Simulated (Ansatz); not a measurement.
# H2O on Al(111), ontop start, 2x2 cell: photoemission fingerprints, part 2 of 3

What would XPS and UPS show for H2O on Al(111), ontop start, 2x2 cell?

Ansatz 0.2.0; DFT, LDA, plane-wave PAW, default files, scalar-relativistic (the session's first sound run).

So far, work function, upper face (eV): step 2 (the clean face) 4.17; step 3 (relaxation) 3.23.

### Step 4. Layer-resolved bands, DOS and potential (continued)

Sums over each group's atoms; a table of it gives point samples, which can step over narrow peaks. Table of DOS of the group by E, zero at the Fermi level; 7 of 11 lines; values in states/eV:

```tsv
E (eV)	layer 1: Al 3p	layer 3: Al 3p	layer 2: Al 3p	other layers: Al 3p	adsorbate: O 2p	other layers: Al 3s	layer 1: Al 3s
-24	0	0	0	0	0	0	0
-23	0.0278	1.1e-5	4.4e-4	0	0.0247	0	0.00748
-22	0	0	0	0	0	0	0
-21	0	0	0	0	0	0	0
-20	0	0	0	0	0	0	0
-19	0	0	0	0	0	0	0
-18	0	0	0	0	0	0	0
-17	0	0	0	0	0	0	0
-16	0	0	0	0	0	0	0
-15	0	0	0	0	0	0	0
-14	0	0	0	0	0	0	0
-13	0	0	0	0	0	0	0
-12	0	0	0	0	0	0	0
-11	0.0494	0.0149	0.0135	0.0184	1.26	0.0306	0.0437
-10	0.115	0.211	0.226	0.0929	0.00900	0.0699	0.0928
-9	0.300	0.451	0.510	0.250	0.203	0.199	0.296
-8	0.327	0.549	0.543	0.299	0.584	0.299	0.242
-7	0.509	0.723	0.704	0.467	0.803	0.351	0.328
-6	0.539	0.681	0.724	0.583	0.391	0.399	0.304
-5	0.731	0.805	0.802	0.774	0.157	0.513	0.474
-4	0.753	0.899	0.912	0.753	0.0711	0.399	0.376
-3	1.37	1.30	1.30	1.29	0.0617	0.467	0.438
-2	1.37	1.16	1.14	1.36	0.0455	0.339	0.326
-1	1.36	1.23	1.19	1.29	0.0371	0.710	0.636
0	1.39	1.05	1.03	1.37	0.0352	0.497	0.474
1	1.56	1.25	1.27	1.63	0.0407	0.598	0.485
2	1.35	1.02	1.02	1.61	0.0799	0.516	0.545
3	1.19	1.10	1.13	1.46	0.0681	0.443	0.448
```

This run's widths, added to any smearing of the DOS itself: Gaussian 0.35 eV, Lorentzian 0.1 eV plus 0.05 an eV of depth. The intensity by binding energy, zero at the Fermi level; values in % of the maximum within 13 eV:

```tsv
binding energy (eV)	21.2 eV	40.8 eV	100 eV	1486.7 eV	5414.7 eV
0	10.1	9.78	18.8	52.1	51.5
2	13.0	15.9	31.1	73.7	70.2
4	16.4	18.1	30.1	77.3	77.8
6	46.0	48.5	54.1	64.4	62.9
8	73.0	73.7	76.3	63.9	59.3
10	14.8	18.3	20.2	32.7	33.6
12	-	20.7	17.9	4.70	3.75
14	-	2.34	2.31	1.58	1.36
16	-	1.08	1.28	1.34	1.07
18	-	0.848	1.30	1.81	1.35
20	-	1.21	2.41	3.94	2.81
22	-	5.30	12.1	21.1	14.8
24	-	11.2	26.1	45.8	31.9
```

Maxima picked by a test of local sharpness, so broad peaks and shoulders can be missing; peaks within 0.45 eV of a curve's cut are left out. Valence peaks, by row:

```tsv
photon energy (eV)	binding energy (eV)	height (% of the maximum within 13 eV)	main shell	its share (%)
21.2	8.4	100	O 2p	86.76
21.2	6.65	93.6	O 2p	92.01
21.2	2.95	14.95	Al 3s	44.55
21.2	0.35	17.75	Al 3s	48.13
40.8	23.25	23.11	O 2s	73.33
40.8	11.2	97.33	O 2p	90.79
40.8	8.4	100	O 2p	90.55
40.8	6.65	98.47	O 2p	90.76
40.8	2.9	17.85	Al 3p	37.08
40.8	1.05	16.71	Al 3p	38.25
40.8	0.35	17.46	Al 3p	36.98
100	23.25	53.86	O 2s	93.61
100	11.2	82.82	O 2p	94.06
100	8.4	98.7	O 2p	80.88
100	6.65	100	O 2p	78.79
100	2.85	33.42	Al 3p	53.95
100	2.15	31.63	Al 3p	58.27
100	1.05	33.15	Al 3p	52.32
100	0.4	34.19	Al 3p	50.83
1487	23.25	94.72	O 2s	99.1
1487	8.3	64.16	Al 3s	68.5
1487	6.65	71.91	Al 3s	70.85
1487	4.7	80.84	Al 3s	86.35
1487	3.75	78.6	Al 3s	84.71
1487	2.9	80.25	Al 3s	80.35
1487	1.05	95.22	Al 3s	84.12
1487	0.4	100	Al 3s	83.76
5415	23.25	65.93	O 2s	99.06
5415	6.6	66.22	Al 3s	87.73
5415	4.75	82.08	Al 3s	96.28
5415	3.8	78.71	Al 3s	95.83
5415	2.9	77.49	Al 3s	94.12
5415	1.05	95.04	Al 3s	95.39
5415	0.45	100	Al 3s	94.96
```

The planar mean, electrostatic potential oscillates, so the rows of the table below give means over windows of 1 Å about each position, cut where the curve ends. Its maxima inside the range that stand out by 2 % of the span (Å: eV): 1.1: 4.20, 8.7: -0.402, 11.0: -0.925, 13.2: -0.650, 15.8: 1.84. Its minima: 7.5: -7.35, 9.8: -7.49, 12.1: -7.48, 14.4: -7.35, 16.6: -1.37.

From the Fermi level. Table of planar mean, electrostatic potential by z; means over each step:

```tsv
z (Å)	planar mean, electrostatic potential (eV)
0	3.88
1	4.14
2	4.20
3	4.20
4	4.19
5	4.06
6	2.58
7	-5.02
8	-5.22
9	-3.03
10	-6.90
11	-2.47
12	-7.05
13	-2.73
14	-5.94
15	-4.17
16	0.818
17	0.883
18	3.10
19	3.21
20	3.22
21	3.22
22	3.22
23	3.25
24	3.55
```

The intensity has structure finer than the step of the table below, so its rows give means over 1 eV, whole bins alone (the curve runs from -25.2 to 1.38 eV). Peaks (eV: height): O K -11.2: 89.5, -8.3: 99.2, -6.7: 99.8; O K, E along x -11.2: 260; O K, E along y -8.3: 182; O K, E along z -8.4: 110, -6.6: 183; Al K-beta -2.4: 100.0.

Shapes are the site's partial DOS without matrix elements, which overweights lines from ligand s bands. The intensity by emission energy less the core level's binding energy, zero at the Fermi level; means over each step; 7 of 9 lines; values in % of the unpolarised maximum:

```tsv
emission energy less the core level's binding energy (eV)	O K	O K, E along x	O K, E along y	O K, E along z	Al K-beta	Al K-beta, E along x	Al K-beta, E along y
-24	1.68	0.314	4.56	0.162	0.550	0.268	0.280
-23	2.31	0.369	6.37	0.184	0.690	0.311	0.327
-22	1.05	0.441	2.51	0.209	0.460	0.304	0.310
-21	0.596	0.535	1.01	0.241	0.373	0.323	0.326
-20	0.535	0.665	0.660	0.280	0.382	0.366	0.366
-19	0.582	0.847	0.567	0.331	0.425	0.424	0.424
-18	0.695	1.12	0.569	0.398	0.493	0.500	0.500
-17	0.886	1.54	0.631	0.487	0.588	0.603	0.601
-16	1.21	2.27	0.748	0.610	0.722	0.746	0.743
-15	1.80	3.67	0.941	0.790	0.920	0.956	0.948
-14	3.10	6.98	1.26	1.07	1.23	1.29	1.27
-13	7.45	19.0	1.80	1.53	1.81	1.92	1.86
-12	37.9	108	2.89	2.46	3.31	3.60	3.30
-11	75.0	214	5.63	5.02	8.29	8.92	8.41
-10	28.3	51.4	17.5	15.9	19.1	19.8	19.9
-9	59.8	12.3	97.4	69.8	32.1	32.9	33.4
-8	87.7	5.89	164	93.3	43.5	44.0	45.0
-7	89.0	3.80	121	142	52.1	54.2	55.4
-6	62.9	2.82	60.0	126	58.5	63.0	63.2
-5	23.7	2.46	17.9	50.6	67.4	74.4	73.9
-4	12.1	2.23	9.50	24.6	77.7	86.7	86.0
-3	8.10	2.27	7.22	14.8	94.0	97.1	96.6
-2	6.04	2.47	5.77	9.87	97.1	94.6	94.3
-1	4.63	2.54	4.47	6.86	90.0	82.7	82.5
0	2.65	1.55	2.88	3.29	52.8	46.3	46.1
```

Sums over each group's atoms; left-over states aren't shared out by site. Site centres, by row:

```tsv
group	element	shell	occupied states	centre of occupied part (eV)	centre up to the window's top (eV)
adsorbate	H	1s	1.177	-14.83	-8.307
adsorbate	O	2s	1.641	-20.86	-18.93
adsorbate	O	2p	4.967	-8.403	-8.015
layer 1	Al	3s	4.001	-4.743	-2.862
layer 1	Al	3p	7.979	-3.917	-1.821
layer 2	Al	3s	3.709	-4.879	-2.669
layer 2	Al	3p	8.102	-4.439	-2.428
layer 3	Al	3s	3.717	-4.875	-2.66
layer 3	Al	3p	8.127	-4.382	-2.398
other layers	Al	3s	4.158	-4.469	-2.71
other layers	Al	3p	7.642	-3.636	-1.443
```

Window up to 3.4 eV. Shell moments, by row:

```tsv
element	shell	occupied states an atom	centre of occupied part (eV)	rms width of occupied part (eV)	centre up to the window's top (eV)	rms width up to the window's top (eV)
H	1s	0.5884	-14.83	6.916	-8.307	9.898
O	2s	1.641	-20.86	5.996	-18.93	8.557
O	2p	4.967	-8.403	2.795	-8.015	3.379
Al	3s	0.9741	-4.734	3.07	-2.725	3.961
Al	3p	1.991	-4.101	2.868	-2.009	3.674
```

Recipe: projected DOS times atomic cross section and asymmetry factor (linear light, 0° from the polarisation), occupied states only, Fermi edge at 300 K, a Lorentzian width of 0.1 eV growing by 0.05 eV per eV of binding energy, and a resolution of 0.35 eV. Each atom is damped by exp[−depth/(λ cos θ)], θ = 0° from the normal, λ from the universal curve. Curves are cut 10 eV under the photon energy, above any shell that the free atom's threshold puts out of reach, or at the lower edge of the window: 11.2 eV at 21.2 eV, 25.2 eV at 40.8 eV, 25.2 eV at 100 eV, 25.2 eV at 1486.7 eV and 25.2 eV at 5414.7 eV. Matrix elements of the solid and inelastic losses aren't modelled, nor non-dipole terms, which matter above 3 keV.

How the area divides among the shells (%):

```tsv
shell	21.2 eV	40.8 eV	100 eV	1486.7 eV	5414.7 eV
H 1s	8.4	3.9	1.0	0.1	0.0
O 2s	0.0	7.5	17.8	23.3	17.7
O 2p	72.7	71.3	49.9	2.4	0.4
Al 3s	15.3	9.0	13.5	64.4	79.3
Al 3p	3.6	8.3	17.9	9.7	2.6
```

Cross sections used, in Mb an electron:

```tsv
shell	21.2 eV	40.8 eV	100 eV	1486.7 eV	5414.7 eV
H 1s	1.9	0.29	0.019	3.0e-6	3.7e-8
O 2s	-	0.40	0.26	9.4e-4	2.4e-5
O 2p	2.7	1.6	0.29	6.3e-5	4.6e-7
Al 3s	0.15	0.15	0.053	3.5e-4	1.3e-5
Al 3p	0.070	0.10	0.040	4.0e-5	4.4e-7
```

Regions along c: top from 13.9 to 20.6 Å, middle from 10.4 to 13.9 Å, bottom from 3.5 to 10.4 Å.

States with weight above 0.08 nearest the zero at K of the zone, within the window kept, -8.0 to 3.2 eV (levels that the program groups as degenerate share a row):

```tsv
E (eV)	weight, total	weight, top	weight, middle	weight, bottom
-2.13	0.99	0.29	0.37	0.33
-2.09	1.00	0.10	0.21	0.69
-1.99	0.99	0.08	0.40	0.51
-0.69	0.99	0.42	0.38	0.19
-0.66	1.00	0.10	0.26	0.64
0.34	0.94	0.20	0.32	0.43
1.37	0.17	0.07	0.03	0.08
2.04	0.76	0.24	0.18	0.34
2.12	0.87	0.21	0.25	0.41
2.13	0.88	0.19	0.23	0.47
```

States with weight above 0.08 nearest the zero at Γ of the zone, within the window kept, -8.0 to 3.2 eV (levels that the program groups as degenerate share a row):

```tsv
E (eV)	weight, total	weight, top	weight, middle	weight, bottom
-7.96	0.63	0.19	0.20	0.24
-6.68	0.40	0.21	0.08	0.11
-5.58	0.83	0.22	0.20	0.41
-3.27	0.92	0.23	0.30	0.39
-0.56	0.89	0.28	0.21	0.39
1.45	0.90	0.47	0.12	0.30
2.57	0.24	0.14	0.02	0.06
3.05	0.73	0.29	0.08	0.24
```

States with weight above 0.08 nearest the zero at M of the zone, within the window kept, -8.0 to 3.2 eV (levels that the program groups as degenerate share a row):

```tsv
E (eV)	weight, total	weight, top	weight, middle	weight, bottom
-2.02	0.51	0.13	0.16	0.21
-1.82	0.31	0.06	0.11	0.14
-0.14	0.48	0.16	0.10	0.22
-0.12	0.16	0.05	0.03	0.07
0.12	0.50	0.11	0.14	0.24
0.16	0.13	0.03	0.03	0.06
0.17	0.36	0.08	0.10	0.19
0.35	0.33	0.08	0.09	0.16
1.93	0.48	0.12	0.15	0.21
1.99	0.17	0.04	0.05	0.07
```

The largest force component on a free atom is 0.036 eV/Å, a little over the usual target of 0.03 eV/Å. At the Fermi level the DOS is 7.20 states/eV a cell, and on the broadened curves Al 3p holds 66 % of the total there.

### Step 5. Core levels by total-energy differences

XPS shifts tell sites apart. Each chosen atom gets a core hole in a self-consistent pass of its own.

File input.yaml:

```yaml
crystal:
  lattice:
    - [5.713422792, 0.0, 0.0]
    - [2.856711396, 4.9479692804, 0.0]
    - [0.0, 0.0, 24.4974852626]
  atoms:
    - { symbol: H, position: [0.0649277506, 0.1504272622, 0.6787825526] }
    - { symbol: H, position: [0.7862043865, 0.1536387405, 0.6788546599] }
    - { symbol: O_h, position: [-0.0163976444, 0.0338499651, 0.6738431978] }
    - { symbol: Al_h, position: [0.0049176373, -0.0101328844, 0.5910203215] }
    - { symbol: Al, position: [0.4966800074, 0.0066354802, 0.5859357493] }
    - { symbol: Al_h, position: [0.0002863045, 0.50081873, 0.5851471241] }
    - { symbol: Al, position: [0.4988320562, 0.5009053014, 0.5851926409] }
    - { symbol: Al, position: [0.835732452, 0.3284958012, 0.4938514042] }
    - { symbol: Al, position: [0.3328946327, 0.3342877734, 0.4929413621] }
    - { symbol: Al, position: [0.833241413, 0.8343936268, 0.4930253893] }
    - { symbol: Al, position: [0.3323341411, 0.8344094702, 0.4930536117] }
    - { symbol: Al_h, position: [0.166666667, 0.166666667, 0.401367527] }
    - { symbol: Al, position: [0.666666667, 0.166666667, 0.401367527] }
    - { symbol: Al, position: [0.166666667, 0.666666667, 0.401367527] }
    - { symbol: Al, position: [0.666666667, 0.666666667, 0.401367527] }
    - { symbol: Al, position: [0.0, 0.0, 0.306153873] }
    - { symbol: Al, position: [0.5, 0.0, 0.306153873] }
    - { symbol: Al, position: [0.0, 0.5, 0.306153873] }
    - { symbol: Al, position: [0.5, 0.5, 0.306153873] }
kpoints:
  mp_grid: { grid: [12, 12, 1] }
scf:
  occupations: { method: fermi_dirac, width: 0.05 }
  n_extra_bands: 15
hamiltonian:
  xc: lda
  pseudopotentials: { kind: paw }
output:
  forces: true
  write_potential: true
  volumetric_format: []
  core_levels:
    shells: { O_h: "1s", Al_h: "2p" }
    counted_from: fermi_level
    add_spin: false
efield:
  axis: 3
  dipole_correction: true
```

On the command line:

```bash
> ansatz run input.yaml --threads 4 --pin off --max-ram 8192MiB --backend cpu --events-out ev --progress --plain --runs-dir out
```

Run time: 5.7 min. Hardware: 4 threads of Intel Xeon at 2.80GHz (Skylake/Cascade Lake), shared host; peak memory 2.1 GiB; 22 min of CPU time.

Levels are total-energy differences with one electron taken from the core. The electron goes to the Fermi level, so the difference is a binding energy from E_F. The hole's nearest image is 5.7 Å away, and the holes carry no spin, so absolute levels are rough.

```tsv
atom	region	shell	level (eV)	shift (eV)	potential at nucleus, shift (V)	j lines (eV)	doubts
O3	adsorbate	1s	528.79	-	+0.00	-	-
Al4	layer 1	2p	73.26	+0.48	+0.66	73.54 / 73.13	-
Al6	layer 1	2p	72.73	-0.06	-0.03	73.00 / 72.59	-
Al12	layer 3	2p	72.79	+0.00	+0.00	73.07 / 72.65	-
```

Levels of p, d and f shells are means over their two j lines, weighted by degeneracy; the splitting comes from the atom's own solve. Shifts count from the last listed atom of each element. A higher potential at the nucleus binds core electrons more tightly, so that column is a rough initial-state shift.

The Al 2p lines of the listed atoms alone (other atoms of the cell aren't counted), as Gaussians 0.5 eV wide, no depth weighting. Intensity against Al 2p level; read off at these points:

```tsv
Al 2p level (eV)	intensity (%)
71.60	0.00108
71.80	0.0590
72.00	1.35
72.20	12.9
72.40	52.2
72.60	94.2
72.71	100.0
72.80	98.7
73.00	98.8
73.20	82.0
73.40	47.2
73.60	26.2
73.80	10.8
74.00	2.14
74.20	0.179
74.40	0.00619
```

(Part 2 of 3 ends here.)

[Logs are printed without paths, hosts, clocks, repeated set-up lines and the standing remarks that a program may print on its own settings, such as how far it seeks lower states.]

[Hosts, paths, dates, database ids (printed as entryN), source tags and the programs' standing remarks are cut or masked in the printed files.]

[Maps of the electrostatic potential energy from Ansatz leave out the sawtooth potential of an applied field or a dipole correction, so their vacuum need not be flat; work functions include it.]
